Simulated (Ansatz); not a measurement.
# Stack of 2H-MoS2 under Ta2NO2 MXene , unshifted in a perpendicular field

What dipole does a perpendicular field induce in the stack of 2H-MoS2 under Ta2NO2 MXene , unshifted? A positive field points along +c.

Calculated with Ansatz 0.2.0; plane-wave DFT, PBEsol-D3(BJ), Ansatz PAW.

Report form: inputs, costs, results and the conclusion, without the logs.

### 1. The system as given

The cell holds 8 atoms: 2 S, 1 Mo, 2 O, 2 Ta and 1 N. Its edges and angles: a = 3.167 Å, b = 3.167 Å, c = 53.234 Å, α = 90.0°, β = 90.0°, γ = 120.0°. Regions: layer 1: 2H-MoS2, 3 atoms (2 S and 1 Mo); layer 2: Ta2NO2 MXene, 5 atoms (2 O, 2 Ta and 1 N). Vacuum lies along c.

As a file:

```cif
data_structure
_symmetry_space_group_name_H-M 'P 1'
_symmetry_Int_Tables_number 1
_cell_length_a 3.1673
_cell_length_b 3.1673
_cell_length_c 53.2343
_cell_angle_alpha 90.000
_cell_angle_beta 90.000
_cell_angle_gamma 120.000
_cell_volume 462.49
loop_
_atom_site_label
_atom_site_type_symbol
_atom_site_fract_x
_atom_site_fract_y
_atom_site_fract_z
_atom_site_occupancy
S1 S 0.33333 0.66667 0.39542 1
Mo2 Mo 0.00000 0.00000 0.42607 1
S3 S 0.33333 0.66667 0.45671 1
O4 O 0.33333 0.66667 0.51212 1
Ta5 Ta 0.66667 0.33333 0.53497 1
N6 N 0.00000 0.00000 0.55835 1
Ta7 Ta 0.33333 0.66667 0.58173 1
O8 O 0.66667 0.33333 0.60458 1
```

### 2. Relaxation

The starting cell is a guess, so the in-plane lattice and the atoms are relaxed first, with the slab cut off from its images along the normal.

input.yaml

```yaml
crystal:
  lattice:
    - [3.16729, 0.0, 0.0]
    - [-1.583645, 2.7429536012, 0.0]
    - [0.0, 0.0, 53.2342865136]
  atoms:
    - { symbol: S, position: [0.3333333333, 0.6666666667, 0.3954218489] }
    - { symbol: Mo, position: [0.0, 0.0, 0.4260656121] }
    - { symbol: S, position: [0.3333333333, 0.6666666667, 0.4567093753] }
    - { symbol: O, position: [0.3333333333, 0.6666666667, 0.5121247888] }
    - { symbol: Ta, position: [0.6666666667, 0.3333333333, 0.534969674], spin: 1.0 }
    - { symbol: "N", position: [0.0, 0.0, 0.5583514699] }
    - { symbol: Ta, position: [0.3333333333, 0.6666666667, 0.5817332659], spin: 1.0 }
    - { symbol: O, position: [0.6666666667, 0.3333333333, 0.6045781511] }
  periodic: [true, true, false]
magnetization:
  spin_polarized: true
kpoints:
  mp_grid: { grid: [12, 12, 1] }
hamiltonian:
  xc: pbesol
  dispersion: d3bj
scf:
  occupations: { method: fermi_dirac, width: 0.05 }
  convergence: { dr2_threshold: 1.0e-09 }
relax:
  f_tol: 0.004
  max_steps: 90
  cell: {}
output:
  write_potential: true
  write_density: true
  volumetric_format: npy
```

Run with:

```sh
> ansatz run input.yaml --threads 4 --pin off --max-ram 6144MiB --backend cpu --events-out ev --progress --plain --runs-dir out
```

It took 5.5 min on 4 threads of Arm Neoverse V1, shared host; peak memory 1.2 GiB; 21 min of CPU time.

The steps of the relaxation:

| step | energy less that of the first step (eV) | largest force component (eV/Å) | volume (Å³) |
| --- | --- | --- | --- |
| 1 | 0.0000 | 2.6474 | 462.49 |
| 2 | -0.9449 | 0.3547 | 448.47 |
| 3 | -0.9686 | 0.2631 | 437.83 |
| 4 | -0.9798 | 0.0398 | 442.32 |
| 5 | -0.9806 | 0.0071 | 442.14 |
| 6 | -0.9807 | 0.0049 | 442.09 |
| 7 | -0.9807 | 0.0008 | 442.08 |
| 8* | -0.9724 | 0.0014 | 442.08 |
| 9 | -0.9726 | 0.0034 | 441.72 |
| 10* | -0.9725 | 0.0034 | 441.72 |

Relaxation steps marked * repeat the geometry before them on a plane-wave basis chosen anew for their cell, so energy and pressure can jump there.

Forces are held to the 6 operations that the program found; a distortion that breaks them can't arise in this run.

| cell as run | before | after | change |
| --- | --- | --- | --- |
| a (Å) | 3.167 | 3.095 | -2.3 % |
| b (Å) | 3.167 | 3.095 | -2.3 % |

The atoms that moved most (Å, along periodic axes as changes of fractional coordinates times the final cell, across vacuum about the mean position):

| atom | dx | dy | dz | length |
| --- | --- | --- | --- | --- |
| O8 | 0.000 | 0.000 | -0.263 | 0.263 |
| S1 | 0.000 | 0.000 | 0.167 | 0.167 |
| O4 | 0.000 | 0.000 | 0.139 | 0.139 |
| Ta7 | 0.000 | 0.000 | -0.128 | 0.128 |
| Mo2 | 0.000 | 0.000 | 0.107 | 0.107 |
| N6 | 0.000 | 0.000 | -0.065 | 0.065 |
| S3 | 0.000 | 0.000 | 0.044 | 0.044 |

This step gave:

| Property | Result |
| --- | --- |
| energy at zero smearing | -27789.9141 eV |

The lattice constant a goes from 3.167 to 3.095 Å.

### 3. Atoms held, field 0

A sawtooth potential applies the field, turning back in the middle of the vacuum. With the dipole correction the typed value is the field outside the slab. The induced dipole is small, so the SCF threshold is tight.

The cell differs from the one that the last finished run ended in (c 53.234 → 28.704 Å).

input.yaml

```yaml
crystal:
  lattice:
    - [3.0953660279, 0.0, 0.0]
    - [-1.5476830139, 2.6806656141, 0.0]
    - [0.0, 0.0, 28.7040559926]
  atoms:
    - { symbol: S, position: [0.3333333333, 0.6666666667, 0.3135445389] }
    - { symbol: Mo, position: [0.0, 0.0, 0.3682846617] }
    - { symbol: S, position: [0.3333333333, 0.6666666667, 0.4229186851] }
    - { symbol: O, position: [0.3333333333, 0.6666666667, 0.5289957791] }
    - { symbol: Ta, position: [0.6666666667, 0.3333333333, 0.5664464209] }
    - { symbol: "N", position: [0.0, 0.0, 0.6076276179] }
    - { symbol: Ta, position: [0.3333333333, 0.6666666667, 0.6488070591] }
    - { symbol: O, position: [0.6666666667, 0.3333333333, 0.6864554611] }
kpoints:
  mp_grid: { grid: [18, 18, 1] }
  band_path:
    path: [[0, 0, 0], [0.5, 0, 0], [0.33333333, 0.33333333, 0], [0, 0, 0]]
    npoints: 16
hamiltonian:
  xc: pbesol
  dispersion: d3bj
scf:
  occupations: { method: fermi_dirac, width: 0.02585 }
  convergence: { dr2_threshold: 1.0e-10 }
efield:
  axis: 3
  dipole_correction: true
  ramp_position: 0.97
  ramp_width: 0.06
  amplitude: 0
output:
  dos: { projected: true, e_range: [-6, 5] }
  bader: true
  write_potential: true
  write_density: true
  volumetric_format: npy
  elf: true
```

It took 44 s on 4 threads; peak memory 0.83 GiB.

This step gave:

```yaml
energy_at_zero_smearing: -27789.9228 eV
work_function_upper_face: 5.306 eV
work_function_lower_face: 5.430 eV
dipole_along_the_normal: 0.005679 e·Å
step_between_the_vacuum_levels: -0.1238 eV
```

Running mean over a fixed 2.5 Å (it still follows the layers) of the planar mean; the ramp of the sawtooth is left out. Electron's electrostatic potential energy less the Fermi level against z:

| z (Å) | electron's electrostatic potential energy less the Fermi level (eV) |
| --- | --- |
| 3.5 | 5.43 |
| 4.0 | 5.43 |
| 4.5 | 5.43 |
| 5.0 | 5.43 |
| 5.5 | 5.42 |
| 6.0 | 5.40 |
| 6.5 | 5.29 |
| 7.0 | 4.75 |
| 7.5 | 2.80 |
| 8.0 | 0.0271 |
| 8.5 | -2.53 |
| 9.0 | -5.82 |
| 9.5 | -10.2 |
| 10.0 | -12.1 |
| 10.5 | -11.9 |
| 11.0 | -12.1 |
| 11.5 | -11.1 |
| 12.0 | -7.09 |
| 12.5 | -3.34 |
| 13.0 | -0.907 |
| 13.5 | 1.24 |
| 14.0 | 1.32 |
| 14.5 | -1.30 |
| 15.0 | -5.77 |
| 15.5 | -10.2 |
| 16.0 | -13.2 |
| 16.5 | -14.5 |
| 17.0 | -14.9 |
| 17.5 | -15.2 |
| 18.0 | -14.8 |
| 18.5 | -14.3 |
| 19.0 | -12.6 |
| 19.5 | -9.29 |
| 20.0 | -4.52 |
| 20.5 | -0.176 |
| 21.0 | 3.02 |
| 21.5 | 4.86 |
| 22.0 | 5.24 |
| 22.5 | 5.29 |
| 23.0 | 5.30 |
| 23.5 | 5.31 |
| 24.0 | 5.31 |
| 24.5 | 5.31 |
| 25.0 | 5.31 |
| 25.5 | 5.31 |

The density of states has structure finer than the step of the table below, so its rows give means over 0.25 eV. Peaks (eV: height): -5.560: 16.2, -5.280: 11.4, -5.170: 11.3, -4.590: 11.3, -4.510: 9.31, -4.210: 12.7, 1.690: 9.51.

The density of states by energy, zero at the Fermi level; means over each step:

energy (eV), density of states (states/eV a cell) and a bar from the least value:
```
    -5.75        6.4 #####################
    -5.50        8.8 ##############################
    -5.25        7.4 #########################
    -5.00        5.3 ################
    -4.75        4.9 ###############
    -4.50        6.3 ####################
    -4.25        5.6 #################
    -4.00        3.5 #########
    -3.75        5.2 ################
    -3.50        2.4 #####
    -3.25        1.5 #
    -3.00        1.4 #
    -2.75        2.0 ###
    -2.50        3.7 ##########
    -2.25        4.8 ##############
    -2.00        2.3 ####
    -1.75        3.9 ###########
    -1.50        4.3 ############
    -1.25        5.0 ###############
    -1.00        3.4 #########
    -0.75        2.5 #####
    -0.50        1.5 #
    -0.25        1.5 #
     0.00        1.4 #
     0.25        1.2 
     0.50        1.2 
     0.75        1.3 #
     1.00        1.5 #
     1.25        2.3 #####
     1.50        5.3 ################
     1.75        8.1 ###########################
```

Projected DOS per atom over height of the atomic layer and energy from the Fermi level. Layers: S Mo S O Ta N Ta O from below.

Ten even steps from '0' (0.00 states/eV) to '9' (3.12 states/eV), each cell a mean:
```
16106160
02004040
00002020
00001010
00001010
00001010
00001010
03001010
14101010
23201010
21201010
32300000
32300000
12100000
12100000
34300000
22210101
33230204
12230204
00051116
11192028
34321002
```
Columns: height of the atomic layer (Å) from 9 to 19.7 (not evenly spaced); rows upwards: energy from the Fermi level (eV) from -5.96 to 1.96.

Electronic bands along the path, in eV, zero at the Fermi level:

| point | band 31 | band 32 | band 33 | band 34 | band 35 | band 36 | band 37 | band 38 |
| --- | --- | --- | --- | --- | --- | --- | --- | --- |
| Γ | -1.86 | -1.86 | -1.30 | -1.30 | -0.71 | -0.35 | 1.43 | 1.43 |
| halfway | -2.12 | -2.02 | -1.79 | -1.33 | 0.32 | 0.53 | 1.64 | 1.69 |
| M | -2.59 | -2.27 | -1.26 | -1.15 | 1.15 | 1.90 | 2.02 | 2.09 |
| halfway | -2.86 | -2.49 | -1.48 | -0.77 | 1.08 | 1.19 | 1.77 | 1.95 |
| K | -3.55 | -2.74 | -0.48 | 0.07 | 0.08 | 0.10 | 1.50 | 2.42 |
| halfway | -2.42 | -1.53 | -1.33 | -1.24 | -0.66 | 1.41 | 1.57 | 1.88 |
| Γ | -1.86 | -1.86 | -1.30 | -1.30 | -0.71 | -0.35 | 1.43 | 1.43 |

Electrostatic potential energy in the ca plane at fractional y = 0.667, with atoms of S and O and Ta within 0.2 Å of it. With pseudopotentials it is smooth inside the atoms' cores, unlike the true potential.

Ten even steps from '0' (-35 eV) to '9' (9 eV), each cell a mean:
```
99999999999999999999987544788999999998644577
99999999999999999999987544789999999998643567
99999999999999999998777766777789999998755677
99999999999999999972136888741158999953677787
99999999999999999830104888610117999600178886
99999999999999999830103888601117999600178886
99999999999999999961026888741148999842577887
99999999999999999987677766776789999998766677
```
Columns run along c (16.0 Å, from fractional 0.06 to 0.62 of the cell; values clipped at the 3rd and 97th percentile), rows up along a (3.1 Å). Atoms in or near the plane, at fractional coordinates: S at (0.31, 0.33), S at (0.42, 0.33), O at (0.53, 0.33).

Valence density in the ca plane at fractional y = 0.667, with atoms of S and O and Ta within 0.2 Å of it. It is the smooth field of the valence electrons, not physical close to the nuclei.

Ten steps, logarithmic in the rise over the least value, from '0' (0.0 e/Å³) to '9' (5.9 e/Å³), each cell a mean:
```
01233345654333210001234555554434443200000000
01223345654332210001234665554334443200000000
12344444444444321012444544444554443100000000
23566654345666531125776433346887532100000000
24655654345656642247997533357999731000000000
25654654345645642247998533358999731000000000
24566654345666532135776433346888532100000000
12445544444554321013444444444565432100000000
```
Columns run along c (16.0 Å, from fractional 0.27 to 0.83 of the cell), rows up along a (3.1 Å). Atoms in or near the plane, at fractional coordinates: S at (0.31, 0.33), S at (0.42, 0.33), O at (0.53, 0.33), Ta at (0.65, 0.33).

ELF in the ca plane at fractional y = 0.667, with atoms of S and O and Ta within 0.2 Å of it. It is the smooth field of the valence electrons, not physical close to the nuclei.

Values, 5 rows by 16 columns, each cell a mean:
```
0.00 0.01 0.10 0.27 0.23 0.28 0.27 0.13 0.02 0.10 0.27 0.32 0.43 0.27 0.58 0.19
0.00 0.08 0.44 0.63 0.33 0.27 0.61 0.48 0.08 0.40 0.24 0.28 0.31 0.27 0.40 0.12
0.02 0.38 0.88 0.59 0.54 0.42 0.57 0.85 0.27 0.75 0.50 0.22 0.44 0.56 0.14 0.02
0.03 0.45 0.91 0.40 0.55 0.44 0.38 0.86 0.31 0.69 0.56 0.22 0.48 0.51 0.14 0.01
0.01 0.18 0.68 0.77 0.43 0.33 0.75 0.69 0.14 0.63 0.29 0.26 0.32 0.38 0.25 0.07
```
Columns run along c (16.0 Å, from fractional 0.20 to 0.75 of the cell), rows up along a (3.1 Å). Atoms in or near the plane, at fractional coordinates: S at (0.31, 0.33), S at (0.42, 0.33), O at (0.53, 0.33), Ta at (0.65, 0.33).

The work function of the upper face is 5.31 eV.

### 4. Single point, field 0.05 V/Å

Changes to input.yaml since step 3:

```diff
@@ -30,6 +30,4 @@
   ramp_width: 0.06
-  amplitude: 0
+  amplitude: 0.05
 output:
-  dos: { projected: true, e_range: [-6, 5] }
-  bader: true
   write_potential: true
@@ -37,2 +35 @@
   volumetric_format: npy
-  elf: true
```

Run time: 26 s. Hardware: 4 threads; peak memory 0.8 GiB; 1.7 min of CPU time.

The dipole is 0.0306 e·Å, 0.0249 e·Å from its value without field.

### 5. Single point, field -0.05 V/Å

Changes to input.yaml since step 4:

```diff
@@ -30,3 +30,3 @@
   ramp_width: 0.06
-  amplitude: 0.05
+  amplitude: -0.05
 output:
```

Elapsed: 26 s, on 4 threads; peak memory 0.81 GiB; 1.7 min of CPU time.

The dipole is -0.0193 e·Å, -0.0249 e·Å from its value without field.

### 6. Atoms held, field 0.1 V/Å

Changes to input.yaml since step 5:

```diff
@@ -30,3 +30,3 @@
   ramp_width: 0.06
-  amplitude: -0.05
+  amplitude: 0.1
 output:
```

Wall time 26 s (4 threads); peak memory 0.8 GiB; 1.7 min of CPU time.

The dipole is 0.0555 e·Å, 0.0498 e·Å from its value without field.

### 7. Single point, field 0.2 V/Å

Changes to input.yaml since step 6:

```diff
@@ -30,3 +30,3 @@
   ramp_width: 0.06
-  amplitude: 0.1
+  amplitude: 0.2
 output:
```

Run time: 27 s. Hardware: 4 threads; peak memory 0.8 GiB; 1.7 min of CPU time.

The dipole is 0.105 e·Å, 0.0995 e·Å from its value without field.

### 8. Single point, field 0.3 V/Å

Changes to input.yaml since step 7:

```diff
@@ -30,4 +30,6 @@
   ramp_width: 0.06
-  amplitude: 0.2
+  amplitude: 0.3
 output:
+  dos: { projected: true, e_range: [-6, 5] }
+  bader: true
   write_potential: true
@@ -35 +37,2 @@
   volumetric_format: npy
+  elf: true
```

The job ended after 46 s (4 threads; peak memory 0.81 GiB; 3 min of CPU time).

The dipole is 0.155 e·Å, 0.149 e·Å from its value without field.

### 9. Response, atoms held

This step: plane-wave DFT, PBEsol-D3(BJ), Ansatz PAW; response to a field along the normal, atoms held (Ansatz 0.2.0).

The dipoles give the slope, and the difference of two potentials shows where the field is screened.

Numbers from this step:

```yaml
equivalent_conductor_thickness_p_eps_0ae: 10.86 Å
distance_between_the_outer_atoms: 10.70 Å
```

The dipole of the cell by applied field:

| applied field (V/Å) | dipole of the cell (e·Å) |
| --- | --- |
| -0.050 | -0.0193 |
| 0.000 | 0.00568 |
| 0.050 | 0.0306 |
| 0.100 | 0.0555 |
| 0.200 | 0.105 |
| 0.300 | 0.155 |

Local field over the applied field, running mean. From the potentials at -0.05 and 0.05 V/Å; running mean over 2.5 Å. The local field over applied field by z:

| z (Å) | local field over applied field |
| --- | --- |
| 5 | 0.997 |
| 6 | 0.972 |
| 7 | 0.819 |
| 8 | 0.488 |
| 9 | 0.169 |
| 10 | 0.0503 |
| 11 | 0.0432 |
| 12 | 0.118 |
| 13 | 0.334 |
| 14 | 0.432 |
| 15 | 0.290 |
| 16 | 0.0896 |
| 17 | 0.0201 |
| 18 | 0.0287 |
| 19 | 0.137 |
| 20 | 0.425 |
| 21 | 0.763 |
| 22 | 0.962 |
| 23 | 0.997 |
| 24 | 1.000 |

Electrons, planar mean, per unit field. Table of induced electron density by z:

| z (Å) | induced electron density (e/Å³ per V/Å) |
| --- | --- |
| 4.5 | 4.0e-6 |
| 5.0 | 1.3e-5 |
| 5.5 | 4.1e-5 |
| 6.0 | 1.3e-4 |
| 6.5 | 3.7e-4 |
| 7.0 | 0.00102 |
| 7.5 | 0.00240 |
| 8.0 | 0.00363 |
| 8.5 | 0.00200 |
| 9.0 | 9.4e-4 |
| 9.5 | 3.2e-4 |
| 10.0 | -4.5e-4 |
| 10.5 | 9.0e-5 |
| 11.0 | 2.1e-4 |
| 11.5 | 6.1e-5 |
| 12.0 | -7.5e-4 |
| 12.5 | -0.00120 |
| 13.0 | -0.00292 |
| 13.5 | -0.00172 |
| 14.0 | 5.8e-4 |
| 14.5 | 0.00271 |
| 15.0 | 0.00151 |
| 15.5 | 0.00147 |
| 16.0 | 4.3e-5 |
| 16.5 | 2.0e-4 |
| 17.0 | 5.0e-4 |
| 17.5 | -7.8e-5 |
| 18.0 | -5.1e-4 |
| 18.5 | -4.3e-4 |
| 19.0 | -7.5e-5 |
| 19.5 | -0.00204 |
| 20.0 | -0.00244 |
| 20.5 | -0.00341 |
| 21.0 | -0.00159 |
| 21.5 | -5.2e-4 |
| 22.0 | -1.5e-4 |
| 22.5 | -4.4e-5 |
| 23.0 | -1.2e-5 |
| 23.5 | -3.2e-6 |
| 24.0 | -8.8e-7 |
| 24.5 | -2.6e-7 |

By hand: between -0.05 and 0.05 V/Å the dipole changes by 0.04984 e·Å, a slope of 0.4984 e·Å²/V. A perfect conductor of thickness t has p = ε₀AEt, so t = 180.95 × 0.4984 / 8.298 = 10.87 Å (e/ε₀ = 180.95 V·Å, A in Å²).

The induced dipole is that of a conductor 10.86 Å thick.

### 10. Field on, atoms free, field 0.1 V/Å

This step: plane-wave DFT, PBEsol-D3(BJ), Ansatz PAW (Ansatz 0.2.0).

Now the atoms may follow the field. A weak field makes forces of meV/Å to tens of meV/Å, so the force tolerance is set well below the usual one.

Changes to input.yaml since step 8:

```diff
@@ -15,6 +15,3 @@
 kpoints:
-  mp_grid: { grid: [18, 18, 1] }
-  band_path:
-    path: [[0, 0, 0], [0.5, 0, 0], [0.33333333, 0.33333333, 0], [0, 0, 0]]
-    npoints: 16
+  mp_grid: { grid: [12, 12, 1] }
 hamiltonian:
@@ -30,6 +27,7 @@
   ramp_width: 0.06
-  amplitude: 0.3
+  amplitude: 0.1
+relax:
+  f_tol: 0.001
+  max_steps: 60
 output:
-  dos: { projected: true, e_range: [-6, 5] }
-  bader: true
   write_potential: true
@@ -37,2 +35 @@
   volumetric_format: npy
-  elf: true
```

Elapsed: 25 s, on 4 threads; peak memory 0.65 GiB; 98 s of CPU time.

No atom moved by 0.005 Å in the relaxation.

Numbers from this step:

```
energy at zero smearing : -27789.9172 eV
dipole along the normal : 0.05675 e·Å
```

The relaxation took 4 steps and lowered the energy by 6.4e-5 eV; the largest force on the free atoms ends at 4.2e-4 eV/Å.

The dipole is 0.0568 e·Å, 0.0511 e·Å from its value without field.

### 11. Field on, atoms free, field -0.1 V/Å

The opposite sign, again from the field-free geometry; the difference of the two cancels what relaxes without a field.

Changes to input.yaml since step 10:

```diff
@@ -27,3 +27,3 @@
   ramp_width: 0.06
-  amplitude: 0.1
+  amplitude: -0.1
 relax:
```

The job ended after 27 s (4 threads; peak memory 0.65 GiB).

Hardly anything moved in the relaxation; the energy changed by under 0.2 meV an atom.

Numbers from this step:

| Item | Value |
| --- | --- |
| energy at zero smearing | -27789.9160 eV |
| dipole along the normal | -0.04546 e·Å |

The relaxation took 4 steps and lowered the energy by 7.3e-5 eV; the largest force on the free atoms ends at 4.5e-4 eV/Å.

The dipole is -0.0455 e·Å, -0.0511 e·Å from its value without field.

(Continued in part 2 of 2.)

[Long decimals in the printed logs are rounded to 6 places.]

[Logs are printed without paths, hosts, clocks, repeated set-up lines and the standing remarks that a program may print on its own settings, such as how far it seeks lower states.]

[Hosts, paths, dates, database ids (printed as entryN), source tags and the programs' standing remarks are cut or masked in the printed files.]

[Maps of the electrostatic potential energy from Ansatz leave out the sawtooth potential of an applied field or a dipole correction, so their vacuum need not be flat; planar profiles and work functions include it.]

[The density of states shown here was stored with 400 of the rows of the run's finer table, so its peaks can read low, often by over a quarter, or be missed, and its means over a window can be off by a tenth or more.]
